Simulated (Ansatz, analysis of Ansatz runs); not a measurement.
# CsCrF4 (P-62m): does an added electron stay on Cr?

Aim: the energy barrier that a trapped electron meets when it moves from one Cr atom to another one nearby in CsCrF4 (P-62m). The model is a cell of 54 host atoms.

Method: plane-wave PAW DFT, PBEsol+U; relaxation of all atoms of a supercell at fixed charge in a uniform background; PAW set soft_1, in Ansatz 0.2.0.

### 1. Set-up

The cell holds 54 atoms: 9 Cs, 9 Cr and 36 F. Its edges and angles: a = 9.581 Å, b = 9.581 Å, c = 11.675 Å, α = 90.0°, β = 90.0°, γ = 120.0°. It derives from CsCrF4 (space group P-62m). Nearest the centre at fractional (0.887, 0.000, 0.667): F49 at 0.56 Å, Cr40 at 1.88 Å, Cr41 at 1.88 Å, F50 at 2.38 Å, F51 at 2.38 Å, F36 at 2.68 Å, F54 at 2.68 Å, F35 at 2.68 Å.

Hubbard terms: Cr d 5.0 eV. They were chosen, not fitted, to curb self-interaction in the shells named, the trial site's among them. The two sites are Cr41 and Cr40. The cell's shortest repeat is 9.6 Å. The host's moments were started ferromagnetic, high spin; both sites carry the same spin direction.

### 2. The cell without the carrier

The neutral cell is relaxed first, from small random displacements, so that bond lengths and moments with the carrier can be set beside those of a relaxed cell without it.

Input file neutral.relax/input.yaml:

```yaml
crystal:
  lattice:
    - [9.58107195, -3.0e-08, 0.0]
    - [-4.79053595, 8.29745172, 0.0]
    - [0.0, 0.0, 11.67462786]
  atoms:
    - { symbol: Cs, position: [0.0, 0.571466, 0.166667] }
    - { symbol: Cs, position: [0.428534, 0.428534, 0.166667] }
    - { symbol: Cs, position: [0.571466, 0.0, 0.166667] }
    - { symbol: Cr, position: [0.0, 0.226074, 0.0], spin: 3.0 }
    - { symbol: Cr, position: [0.773926, 0.773926, 0.0], spin: 3.0 }
    - { symbol: Cr, position: [0.226074, 0.0, 0.0], spin: 3.0 }
    - { symbol: F, position: [0.161399, 0.441644, 0.0] }
    - { symbol: F, position: [0.558356, 0.719755, 0.0] }
    - { symbol: F, position: [0.280245, 0.838601, 0.0] }
    - { symbol: F, position: [0.838601, 0.280245, 0.0] }
    - { symbol: F, position: [0.719755, 0.558356, 0.0] }
    - { symbol: F, position: [0.441644, 0.161399, 0.0] }
    - { symbol: F, position: [0.828759, 0.0, 0.0] }
    - { symbol: F, position: [0.171241, 0.171241, 0.0] }
    - { symbol: F, position: [0.0, 0.828759, 0.0] }
    - { symbol: F, position: [0.221296, 0.0, 0.166667] }
    - { symbol: F, position: [0.778704, 0.778704, 0.166667] }
    - { symbol: F, position: [0.0, 0.221296, 0.166667] }
    - { symbol: Cs, position: [0.0, 0.571466, 0.5] }
    - { symbol: Cs, position: [0.428534, 0.428534, 0.5] }
    - { symbol: Cs, position: [0.571466, 0.0, 0.5] }
    - { symbol: Cr, position: [0.0, 0.226074, 0.333333], spin: 3.0 }
    - { symbol: Cr, position: [0.773926, 0.773926, 0.333333], spin: 3.0 }
    - { symbol: Cr, position: [0.226074, 0.0, 0.333333], spin: 3.0 }
    - { symbol: F, position: [0.161399, 0.441644, 0.333333] }
    - { symbol: F, position: [0.558356, 0.719755, 0.333333] }
    - { symbol: F, position: [0.280245, 0.838601, 0.333333] }
    - { symbol: F, position: [0.838601, 0.280245, 0.333333] }
    - { symbol: F, position: [0.719755, 0.558356, 0.333333] }
    - { symbol: F, position: [0.441644, 0.161399, 0.333333] }
    - { symbol: F, position: [0.828759, 0.0, 0.333333] }
    - { symbol: F, position: [0.171241, 0.171241, 0.333333] }
    - { symbol: F, position: [0.0, 0.828759, 0.333333] }
    - { symbol: F, position: [0.221296, 0.0, 0.5] }
    - { symbol: F, position: [0.778704, 0.778704, 0.5] }
    - { symbol: F, position: [0.0, 0.221296, 0.5] }
    - { symbol: Cs, position: [0.0, 0.571466, 0.833333] }
    - { symbol: Cs, position: [0.428534, 0.428534, 0.833333] }
    - { symbol: Cs, position: [0.571466, 0.0, 0.833333] }
    - { symbol: Cr, position: [0.0, 0.226074, 0.666667], spin: 3.0 }
    - { symbol: Cr, position: [0.773926, 0.773926, 0.666667], spin: 3.0 }
    - { symbol: Cr, position: [0.226074, 0.0, 0.666667], spin: 3.0 }
    - { symbol: F, position: [0.161399, 0.441644, 0.666667] }
    - { symbol: F, position: [0.558356, 0.719755, 0.666667] }
    - { symbol: F, position: [0.280245, 0.838601, 0.666667] }
    - { symbol: F, position: [0.838601, 0.280245, 0.666667] }
    - { symbol: F, position: [0.719755, 0.558356, 0.666667] }
    - { symbol: F, position: [0.441644, 0.161399, 0.666667] }
    - { symbol: F, position: [0.828759, 0.0, 0.666667] }
    - { symbol: F, position: [0.171241, 0.171241, 0.666667] }
    - { symbol: F, position: [0.0, 0.828759, 0.666667] }
    - { symbol: F, position: [0.221296, 0.0, 0.833333] }
    - { symbol: F, position: [0.778704, 0.778704, 0.833333] }
    - { symbol: F, position: [0.0, 0.221296, 0.833333] }
basis:
  ecutwfc: 420
  xc_grid: 2
hamiltonian:
  xc: pbesol
  hubbard:
    sites: [{ species: Cr, l: d, u_eff: 5.0 }]
    projectors: ortho-atomic
  pseudopotentials: { kind: paw, azcp: { folder: soft_1 }, xc_functional: pbe }
kpoints:
  mp_grid: { grid: [1, 1, 1] }
magnetization:
  spin_polarized: true
  initial_magnetization: 27
  spin_locking: { lock_magnetization: hard }
scf:
  occupations: { method: fermi_dirac, width: 0.01 }
  max_iter: 120
  lower_state_search: "off"
output:
  forces: true
relax:
  f_tol: 0.02
  max_steps: 70
  random_displacement: { amplitude: 0.04, seed: 5912 }
checkpoint:
  write: "../neutral.relax.run"
  compress: false
  write_wavefunctions: true
  write_every: 100000
```

On the command line:

```
> ansatz run input.yaml --threads 8 --pin off --max-ram 17899MiB --backend cpu --events-out ev --progress --plain --runs-dir out
```

Numbers of over 12 decimals in the logs are rounded to 6 here.

What it wrote:

```text
[... repeated set-up lines and file paths are left out, and long positions are rounded to six places ...]
Engine: ansatz 0.2.0, aarch64-unknown-linux-gnu
Pseudopotentials: kind: paw
Pseudopotential: Cs, paw, valence charge 9, recommended cutoff 420 eV (normal), soft_1/Cs.paw.azcp
Pseudopotential: Cr, paw, valence charge 14, recommended cutoff 420 eV (normal), soft_1/Cr.paw.azcp
Pseudopotential: F, paw, valence charge 7, recommended cutoff 420 eV (normal), soft_1/F.paw.azcp
Functional definition: PBEsol
  exchange = pbesol_x
  correlation = pbesol_c
Crystal: 54 atoms, lattice volume = 928.115 Å³
Basis set: ecut = 420 eV, 18093 PW (Γ), exchange–correlation on 144×144×160 points (8 copies of the dense FFT grid, shifted against one another)
Bands: 297, of which v1, the nominal top of the filled ones, is band 230 counted from 1 (229 counted from 0)
Symmetry: 1 space group operations
k-points: 1
Non-local potential: Cs, projectors of the file, l = 0: 3, l = 1: 2, l = 2: 2, l = 3: 2
Non-local potential: Cr, projectors of the file, l = 0: 3, l = 1: 2, l = 2: 3, l = 3: 1
Non-local potential: F, projectors of the file, l = 0: 2, l = 1: 2, l = 2: 1
PAW form: soft (Blöchl's): semilocal exchange-correlation on the pseudo side does not see the compensation charge
PAW frozen core: Cs, regenerated for the run's functional, and the local potential with it (the file was generated under x = pbe(κ = 0.804, μ = 0.219515), c = pbe(β = 0.066725))
PAW frozen core: Cr, regenerated for the run's functional, and the local potential with it (the file was generated under x = pbe(κ = 0.804, μ = 0.219515), c = pbe(β = 0.066725))
[...]
atom  41  Cr    -0.00210006    -0.00204901     0.00077980
  [... 2 atoms left out ...]
  atom  44  F      0.00021734    -0.00047030    -0.00102520
  [... 4 atoms left out ...]
  atom  49  F      0.00076129    -0.00038948    -0.00018992
  atom  50  F     -0.00095946    -0.00140445    -0.00006645
  atom  51  F      0.00095888     0.00048909    -0.00143604
  [... 1 atom left out ...]
  atom  53  F      0.00210250    -0.00034260     0.00100055
  atom  54  F     -0.00004932     0.00048398    -0.00020520
  max |Σ_I F_I| component: 7.24e-6 eV/Å
--- Band table (eV) ---
  k-point 0 ↑: bands = ["-68.8742", "-68.8739", "-68.8735", "-68.8734", [... 289 left out ...] "13.0230", "13.0240", "13.0575", "13.0584"]
  k-point 0 ↓: bands = ["-65.8145", "-65.8141", "-65.8137", "-65.8135", [... 289 left out ...] "13.0976", "13.0986", "13.0987", "13.0998"]
Occupation matrices written to <dir>
--- Relaxed structure (5 steps of the walk, 5 accepted, 0 SCFs on fresh bases) ---
  F+E_penalty+E_count = -109256.44674604 eV   max|allowed force component| = 3.011e-3 eV/Å
  atoms:
    - { symbol: Cs, position: [-0.000430, 0.570700, 0.166322] }
    - { symbol: Cs, position: [0.428551, 0.427474, 0.166449] }
    [... 32 atoms left out ...]
    - { symbol: F, position: [0.778359, 0.777609, 0.499780] }
    - { symbol: F, position: [-5.0529182394690175e-5, 0.220963, 0.499776] }
    [... 3 atoms left out ...]
    - { symbol: Cr, position: [-0.000222, 0.225701, 0.666430] }
    - { symbol: Cr, position: [0.773109, 0.773058, 0.666459] }
    [... 2 atoms left out ...]
    - { symbol: F, position: [0.557101, 0.718379, 0.665900] }
    [... 4 atoms left out ...]
    - { symbol: F, position: [0.828264, -0.000564, 0.665999] }
    - { symbol: F, position: [0.171118, 0.170614, 0.666361] }
    - { symbol: F, position: [-0.000412, 0.828314, 0.667315] }
    [... 1 atom left out ...]
    - { symbol: F, position: [0.776677, 0.778619, 0.833119] }
    - { symbol: F, position: [-0.000948, 0.220001, 0.833106] }
[key lines of the parts left out:]
SCF converged after 10 iterations
Magnetization: 27.0000 μB (243.0000 up, 216.0000 down)
Free energy (F): -109256.446746 eV
Fermi energy:    4.551993 (↑ 4.551993, ↓ 5.008545) eV
```

Run time: 42 s. Hardware: 8 threads of Arm Neoverse V2, shared host; peak memory 1.9 GiB.

The largest displacement from an ideal site is 0.021 Å.

(Part 1 of 2 ends here.)

[Logs are printed without paths, hosts, clocks, repeated set-up lines and the standing remarks that a program may print on its own settings, such as how far it seeks lower states.]

[Hosts, paths, dates, database ids (printed as entryN), source tags and the programs' standing remarks are cut or masked in the printed files.]
